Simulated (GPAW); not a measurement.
**An In chain with a Pt atom bridging one bond: transmission at several levels**

Wanted: the zero-bias transmission of an In chain with a Pt atom bridging one bond on a ladder of levels, with run times.

Calculated with GPAW 26.7.0; GPAW LCAO, PAW setups; Landauer transmission from Green's functions with principal layers (ASE), zero bias.

Report form: the programs' logs are mostly left out.

**1. Starting point**

The cell holds 11 atoms: 10 In and 1 Pt. Cell: a = 9.000 Å, b = 9.000 Å, c = 29.700 Å, α = 90.0°, β = 90.0°, γ = 90.0°. Regions: left lead, 5 atoms (5 In); channel, 1 atom (1 Pt); right lead, 5 atoms (5 In). Vacuum lies along a and b. The structure is stacked along c, and the current runs across the ab planes.

**2. Double-zeta polarised basis**

Localised orbitals split the wire into layers that couple to their neighbours alone, which is what the Green's function method needs; double zeta with polarisation is the usual level for numbers.

run.py

```python
import json
import numpy as np
from ase import Atoms
from ase.transport.calculators import TransportCalculator
from gpaw import GPAW, FermiDirac
from gpaw.lcao.tools import get_lcao_hamiltonian
from scipy.linalg import eigh

# The junction with lead layers at both ends, along the third cell vector
device = Atoms(
    ['In', 'In', 'In', 'In', 'In', 'Pt', 'In', 'In', 'In', 'In', 'In'],
    positions=[
        [4.50000, 4.50000, 1.47500],
        [4.50000, 4.50000, 4.42500],
        [4.50000, 4.50000, 7.37500],
        [4.50000, 4.50000, 10.32500],
        [4.50000, 4.50000, 13.27500],
        [6.60625, 4.50000, 14.85000],
        [4.50000, 4.50000, 16.42500],
        [4.50000, 4.50000, 19.37500],
        [4.50000, 4.50000, 22.32500],
        [4.50000, 4.50000, 25.27500],
        [4.50000, 4.50000, 28.22500]],
    cell=[[9.0, 0.0, 0.0], [0.0, 9.0, 0.0], [0.0, 0.0, 29.7]],
    pbc=True)

# One principal layer of the lead: the first 3 atoms of the device
lead = Atoms(
    ['In', 'In', 'In'],
    positions=[
        [4.50000, 4.50000, 1.47500],
        [4.50000, 4.50000, 4.42500],
        [4.50000, 4.50000, 7.37500]],
    cell=[[9.0, 0.0, 0.0], [0.0, 9.0, 0.0], [0.0, 0.0, 8.85]],
    pbc=True)

settings = dict(mode='lcao', basis='dzp', xc='PBE', h=0.2,
                occupations=FermiDirac(0.1), maxiter=250,
                mixer=dict(beta=0.1, nmaxold=8, weight=100.0),
                convergence=dict(density=0.0001))
energies = np.arange(-2, 2 + 1e-9, 0.05)
eta = 0.0001
n1, n2 = 1, 1
# k and -k transmit alike, so half of the mesh across the current serves
mesh = [(i, j) for i in range(n1) for j in range(n2) if (i, j) <= (-i % n1, -j % n2)]
weights = np.array([1 if (i, j) == (-i % n1, -j % n2) else 2 for i, j in mesh]) / (n1 * n2)

# [... helper functions left out ...]
fermi_lead = ground_state(lead, (1, 1, 13), 'lead.txt')
fermi_device = ground_state(device, (1, 1, 3), 'device.txt')
# [... loop over the mesh left out, but for ...]
        # Shift the lead onto the potential of the device's first layer
        shift = ((H[:, 0, 0] - H0[:, 0, 0]) / S0[0, 0]).real.mean()
# [...]
kT = 8.617333e-5 * 300
bias = [0.1, 0.2, 0.5, 1.0, 1.5, 2.0]
# [... integrals and printing left out ...]
```

Command:

```console
$ OMP_NUM_THREADS=1 OPENBLAS_NUM_THREADS=1 python run.py
```

Wall time 44 s (1 thread of Arm Neoverse V2, shared host); peak memory 1.1 GiB.

Numbers from this step:

```
conductance                                    : 1.137 G₀
largest coupling past the next principal layer : 1.88e-6 eV
largest misfit of the first principal layer    : 0.03390 eV
shift that aligns the lead                     : -0.008252 eV
basis functions of the junction                : 257
basis functions of a principal layer           : 69
transmission at the Fermi level (one spin)     : 1.150
```

One spin. The transmission, zone mean by energy, zero at the Fermi level:

energy (eV), transmission, zone mean and a bar:
```
    -2.00       0.02 
    -1.90       0.00 
    -1.80       0.00 
    -1.70       0.00 
    -1.55       0.00 
    -1.45       0.00 
    -1.35       0.00 
    -1.25       0.00 
    -1.15       0.00 
    -1.05       0.01 
    -0.90       0.12 #
    -0.80       0.42 #####
    -0.70       0.99 ############
    -0.60       0.00 
    -0.50       0.26 ###
    -0.40       0.52 ######
    -0.25       0.75 #########
    -0.15       0.87 ###########
    -0.05       1.07 #############
     0.00       1.15 ##############
     0.05       1.20 ###############
     0.15       1.25 ################
     0.25       1.29 ################
     0.40       1.36 #################
     0.50       1.44 ##################
     0.60       1.55 ###################
     0.70       1.67 #####################
     0.80       1.80 ######################
     0.90       1.94 ########################
     1.05       2.12 ##########################
     1.15       2.21 ############################
     1.25       2.29 ############################
     1.35       2.35 #############################
     1.45       2.38 ##############################
     1.55       2.41 ##############################
     1.65       2.41 ##############################
     1.70       2.41 ##############################
     1.80       2.40 ##############################
     1.90       2.37 #############################
     2.00       2.32 #############################
```

Not self-consistent under bias; the bias window is split evenly. Current through one cell, from the zero-bias transmission against bias:

```tsv
bias (V)	current through one cell, from the zero-bias transmission (μA)
0.100	8.78
0.200	17.4
0.500	41.9
1.000	78.5
1.500	116
2.000	157
```

Table of transmission of the three most open eigenchannels by energy, zero at the Fermi level:

```tsv
energy (eV)	channel 1	channel 2	channel 3
-2.00	0.0181	0	0
-1.85	8.3e-9	0	0
-1.70	2.4e-6	0	0
-1.60	2.4e-8	0	0
-1.45	1.2e-6	0	0
-1.30	5.7e-8	0	0
-1.15	8.0e-4	0	0
-1.05	0.00520	0	0
-0.90	0.118	0	0
-0.75	0.739	0	0
-0.60	6.0e-4	0	0
-0.50	0.264	0	0
-0.35	0.613	0	0
-0.20	0.803	5.0e-9	1.7e-9
-0.05	0.849	0.127	0.0983
0.00	0.856	0.168	0.126
0.05	0.864	0.194	0.140
0.20	0.889	0.218	0.161
0.35	0.911	0.212	0.203
0.50	0.925	0.286	0.233
0.60	0.932	0.367	0.248
0.75	0.941	0.518	0.277
0.90	0.948	0.680	0.311
1.05	0.954	0.818	0.347
1.15	0.957	0.888	0.370
1.30	0.961	0.957	0.402
1.45	0.991	0.964	0.428
1.60	0.999	0.967	0.446
1.70	0.994	0.968	0.452
1.85	0.970	0.936	0.423
2.00	0.971	0.963	0.388
```

Couplings past the next layer reach 1.9e-6 eV, small enough to drop; the matrix elements of the cell's first layer differ from the bulk lead's by up to 0.034 eV. That layer keeps its own values in the calculation, and only beyond it is the lead taken as perfect. The Fermi levels of lead and junction count from different zeros of potential, one for each periodic cell; with both set to zero, the small remaining shift is what aligns them. Without spin-orbit coupling, which is large for these atoms, channel counts and T are those of the scalar-relativistic bands. By hand: G = 1.137 × 77.48 μS = 88.1 μS, a resistance of 11.4 kΩ; at 0.1 V a linear junction would pass 8.81 μA, and the integral over the bias window gives 8.78 μA.

**3. Single-zeta polarised basis**

One radial function a shell plus polarisation makes the matrices smaller; the question is what that costs.

run.py, as its differences from that of step 2:

```diff
@@ -36,3 +36,3 @@
 
-settings = dict(mode='lcao', basis='dzp', xc='PBE', h=0.2,
+settings = dict(mode='lcao', basis='szp(dzp)', xc='PBE', h=0.2,
                 occupations=FermiDirac(0.1), maxiter=250,
```

Run time: 36 s. Hardware: 1 thread; peak memory 1 GiB.

Numbers from this step:

```yaml
conductance: 1.101 G₀
largest_coupling_past_the_next_principal_layer: 1.86e-6 eV
largest_misfit_of_the_first_principal_layer: 0.03591 eV
shift_that_aligns_the_lead: -0.006912 eV
basis_functions_of_the_junction: 155
basis_functions_of_a_principal_layer: 42
transmission_at_the_fermi_level_one_spin: 1.115
```

One spin. Table of transmission, zone mean by energy, zero at the Fermi level:

energy (eV), transmission, zone mean and a bar:
```
    -2.00       0.00 
    -1.90       0.00 
    -1.80       0.00 
    -1.70       0.00 
    -1.55       0.00 
    -1.45       0.00 
    -1.35       0.00 
    -1.25       0.00 
    -1.15       0.01 
    -1.05       0.00 
    -0.90       0.03 
    -0.80       0.11 #
    -0.70       0.34 ####
    -0.60       0.94 ###########
    -0.50       0.05 #
    -0.40       0.40 #####
    -0.25       0.68 ########
    -0.15       0.82 ##########
    -0.05       1.04 #############
     0.00       1.12 #############
     0.05       1.17 ##############
     0.15       1.22 ###############
     0.25       1.27 ###############
     0.40       1.35 ################
     0.50       1.44 #################
     0.60       1.54 ###################
     0.70       1.67 ####################
     0.80       1.80 ######################
     0.90       1.94 #######################
     1.05       2.13 ##########################
     1.15       2.24 ###########################
     1.25       2.32 ############################
     1.35       2.38 #############################
     1.45       2.42 #############################
     1.55       2.45 ##############################
     1.70       2.48 ##############################
     1.80       2.48 ##############################
     1.90       2.48 ##############################
     2.00       2.48 ##############################
```

Not self-consistent under bias; the bias window is split evenly. Current through one cell, from the zero-bias transmission against bias:

```tsv
bias (V)	current through one cell, from the zero-bias transmission (μA)
0.100	8.50
0.200	16.8
0.500	40.4
1.000	74.7
1.500	113
2.000	151
```

Table of transmission of the three most open eigenchannels by energy, zero at the Fermi level:

```tsv
energy (eV)	channel 1	channel 2	channel 3
-2.00	4.4e-9	0	0
-1.85	3.2e-9	0	0
-1.70	4.3e-7	0	0
-1.60	1.4e-8	0	0
-1.45	3.8e-7	0	0
-1.30	4.2e-8	0	0
-1.15	0.00509	0	0
-1.05	2.2e-4	0	0
-0.90	0.0251	0	0
-0.75	0.200	0	0
-0.60	0.935	0	0
-0.50	0.0536	0	0
-0.35	0.517	0	0
-0.20	0.746	2.2e-9	6.2e-10
-0.05	0.811	0.135	0.0892
0.00	0.822	0.179	0.114
0.05	0.833	0.206	0.127
0.20	0.866	0.230	0.148
0.35	0.894	0.232	0.190
0.50	0.913	0.272	0.250
0.60	0.923	0.352	0.267
0.75	0.934	0.503	0.298
0.90	0.943	0.667	0.335
1.05	0.950	0.810	0.373
1.15	0.954	0.883	0.399
1.30	0.959	0.956	0.435
1.45	0.991	0.962	0.469
1.60	0.999	0.966	0.499
1.70	0.994	0.967	0.516
1.85	0.969	0.969	0.532
2.00	0.971	0.964	0.541
```

The conductance, 1.10 G₀, lies 3.1 % below that of the dzp run.

**4. Minimal basis**

The minimal basis is the cheapest rung: no second zeta and no polarisation.

run.py, as its differences from that of step 3:

```diff
@@ -36,3 +36,3 @@
 
-settings = dict(mode='lcao', basis='szp(dzp)', xc='PBE', h=0.2,
+settings = dict(mode='lcao', basis='sz(dzp)', xc='PBE', h=0.2,
                 occupations=FermiDirac(0.1), maxiter=250,
```

The job ended after 25 s (1 thread; peak memory 0.96 GiB).

Numbers from this step:

| Item | Value |
| --- | --- |
| conductance | 1.176 G₀ |
| largest coupling past the next principal layer | 1.93e-6 eV |
| largest misfit of the first principal layer | 0.04162 eV |
| shift that aligns the lead | -0.01886 eV |
| basis functions of the junction | 102 |
| basis functions of a principal layer | 27 |
| transmission at the Fermi level (one spin) | 1.193 |

The conductance, 1.18 G₀, lies 3.5 % above that of the dzp run.

**5. RPBE in the dzp basis: xc = "RPBE"**

Back in the dzp basis, the functional changes from PBE to RPBE, to set the spread between functionals beside that between bases.

run.py, as its differences from that of step 4:

```diff
@@ -36,3 +36,3 @@
 
-settings = dict(mode='lcao', basis='sz(dzp)', xc='PBE', h=0.2,
+settings = dict(mode='lcao', basis='dzp', xc='RPBE', h=0.2,
                 occupations=FermiDirac(0.1), maxiter=250,
```

Elapsed: 46 s, on 1 thread; peak memory 1.1 GiB.

Numbers from this step:

```yaml
conductance: 1.133 G₀
largest_coupling_past_the_next_principal_layer: 1.88e-6 eV
largest_misfit_of_the_first_principal_layer: 0.03349 eV
shift_that_aligns_the_lead: -0.008045 eV
basis_functions_of_the_junction: 257
basis_functions_of_a_principal_layer: 69
transmission_at_the_fermi_level_one_spin: 1.146
```

One spin. Table of transmission, zone mean by energy, zero at the Fermi level:

energy (eV), transmission, zone mean and a bar:
```
    -2.00       0.04 #
    -1.90       0.00 
    -1.80       0.00 
    -1.70       0.00 
    -1.55       0.00 
    -1.45       0.00 
    -1.35       0.00 
    -1.25       0.01 
    -1.15       0.00 
    -1.05       0.01 
    -0.90       0.14 ##
    -0.80       0.51 ######
    -0.70       0.88 ###########
    -0.60       0.01 
    -0.50       0.28 ####
    -0.40       0.53 #######
    -0.25       0.76 #########
    -0.15       0.88 ###########
    -0.05       1.07 #############
     0.00       1.15 ##############
     0.05       1.19 ###############
     0.15       1.24 ################
     0.25       1.28 ################
     0.40       1.36 #################
     0.50       1.44 ##################
     0.60       1.55 ###################
     0.70       1.67 #####################
     0.80       1.81 #######################
     0.90       1.94 ########################
     1.05       2.12 ###########################
     1.15       2.22 ############################
     1.25       2.29 #############################
     1.35       2.34 #############################
     1.45       2.38 ##############################
     1.55       2.39 ##############################
     1.60       2.40 ##############################
     1.70       2.39 ##############################
     1.80       2.37 ##############################
     1.90       2.32 #############################
     2.00       2.23 ############################
```

The conductance, 1.13 G₀, lies 0.3 % below that of the dzp run.

**6. All levels side by side**

Times are for 1 thread of Arm Neoverse V2, shared host. The runs compared:

```tsv
no.	run	conductance (G₀)	time	memory (GiB)
1	dzp	1.137	44 s	1.1
2	szp	1.101	36 s	1.0
3	sz	1.176	25 s	0.96
4	dzp RPBE	1.133	46 s	1.1
```

**7. Comparison**

The curves are compared point by point over the common energies.

This step: comparison of transmission and cost over codes and levels (GPAW 26.7.0).

Ladder, by row:

```tsv
step	code	T at the Fermi level (sum over the listed spins)	conductance (G0)	r.m.s. T(E) from the first	wall time (s)	peak memory (GiB)	threads
dzp	GPAW	1.15	1.137	0	43.96	1.07	1
szp	GPAW	1.115	1.101	0.159	35.78	1.04	1
sz	GPAW	1.193	1.176	0.171	24.98	0.96	1
dzp-RPBE	GPAW	1.146	1.133	0.03121	45.89	1.07	1
```

Table of transmission, zone mean, sum over the listed spins by energy, zero at the Fermi level:

```tsv
energy (eV)	dzp	szp	sz	dzp-RPBE
-2.00	0.0181	4.4e-9	0.0880	0.0449
-1.85	8.3e-9	3.2e-9	1.1e-7	1.3e-8
-1.70	2.4e-6	4.3e-7	4.9e-5	3.8e-5
-1.50	4.7e-7	1.0e-6	1.2e-7	6.7e-7
-1.35	1.7e-7	2.8e-7	2.4e-7	2.0e-7
-1.20	0.00327	0.00521	0.00441	0.00395
-1.05	0.00520	2.2e-4	4.0e-6	0.00645
-0.90	0.118	0.0251	0.0295	0.142
-0.70	0.988	0.336	0.338	0.882
-0.55	0.110	0.271	0.00505	0.133
-0.40	0.519	0.400	0.514	0.532
-0.25	0.750	0.684	0.755	0.757
-0.10	0.973	0.929	0.997	0.976
0.00	1.15	1.12	1.19	1.15
0.10	1.23	1.20	1.27	1.22
0.25	1.29	1.27	1.33	1.28
0.40	1.36	1.35	1.44	1.36
0.55	1.49	1.49	1.60	1.49
0.70	1.67	1.67	1.80	1.67
0.90	1.94	1.94	2.08	1.94
1.05	2.12	2.13	2.25	2.12
1.20	2.25	2.28	2.36	2.26
1.35	2.35	2.38	2.44	2.34
1.50	2.40	2.44	2.48	2.39
1.65	2.41	2.47	2.50	2.40
1.70	2.41	2.48	2.50	2.39
1.85	2.33	2.47	2.50	2.34
2.00	2.32	2.48	2.49	2.23
```

**8. Grid spacing 0.22: h = 0.22**

The real-space grid carries density and potential; a coarse one breaks translation symmetry along the lead and scatters electrons that should pass.

This step: GPAW LCAO, PAW setups; Landauer transmission from Green's functions with principal layers (ASE), zero bias (GPAW 26.7.0).

run.py, as its differences from that of step 5:

```diff
@@ -36,3 +36,3 @@
 
-settings = dict(mode='lcao', basis='dzp', xc='RPBE', h=0.2,
+settings = dict(mode='lcao', basis='dzp', xc='PBE', h=0.22,
                 occupations=FermiDirac(0.1), maxiter=250,
```

The job ended after 36 s (1 thread; peak memory 0.85 GiB).

This step gave:

| Quantity | Value |
| --- | --- |
| conductance | 1.136 G₀ |
| largest misfit of the first principal layer | 0.03381 eV |
| shift that aligns the lead | -0.008110 eV |
| transmission at the Fermi level (one spin) | 1.150 |

One spin. Table of transmission, zone mean by energy, zero at the Fermi level:

energy (eV), transmission, zone mean and a bar:
```
    -2.00       0.02 
    -1.85       0.00 
    -1.70       0.00 
    -1.60       0.00 
    -1.45       0.00 
    -1.30       0.00 
    -1.15       0.00 
    -1.05       0.01 
    -0.90       0.12 #
    -0.75       0.74 #########
    -0.70       0.99 ############
    -0.60       0.00 
    -0.50       0.26 ###
    -0.35       0.61 ########
    -0.20       0.80 ##########
    -0.05       1.07 #############
     0.00       1.15 ##############
     0.05       1.20 ###############
     0.20       1.27 ################
     0.35       1.32 ################
     0.50       1.44 ##################
     0.60       1.55 ###################
     0.75       1.74 ######################
     0.90       1.94 ########################
     1.05       2.12 ##########################
     1.15       2.21 ############################
     1.30       2.32 #############################
     1.45       2.38 ##############################
     1.60       2.41 ##############################
     1.65       2.41 ##############################
     1.70       2.41 ##############################
     1.85       2.27 ############################
     2.00       2.32 #############################
```

Not self-consistent under bias; the bias window is split evenly. Current through one cell, from the zero-bias transmission against bias:

```tsv
bias (V)	current through one cell, from the zero-bias transmission (μA)
0.100	8.78
0.200	17.4
0.500	41.9
1.000	78.5
1.500	116
2.000	157
```

(Part 1 of 2 ends here.)

[Logs are printed without paths, hosts, clocks, repeated set-up lines and the standing remarks that a program may print on its own settings, such as how far it seeks lower states.]

[Hosts, paths, dates, database ids (printed as entryN), source tags and the programs' standing remarks are cut or masked in the printed files.]
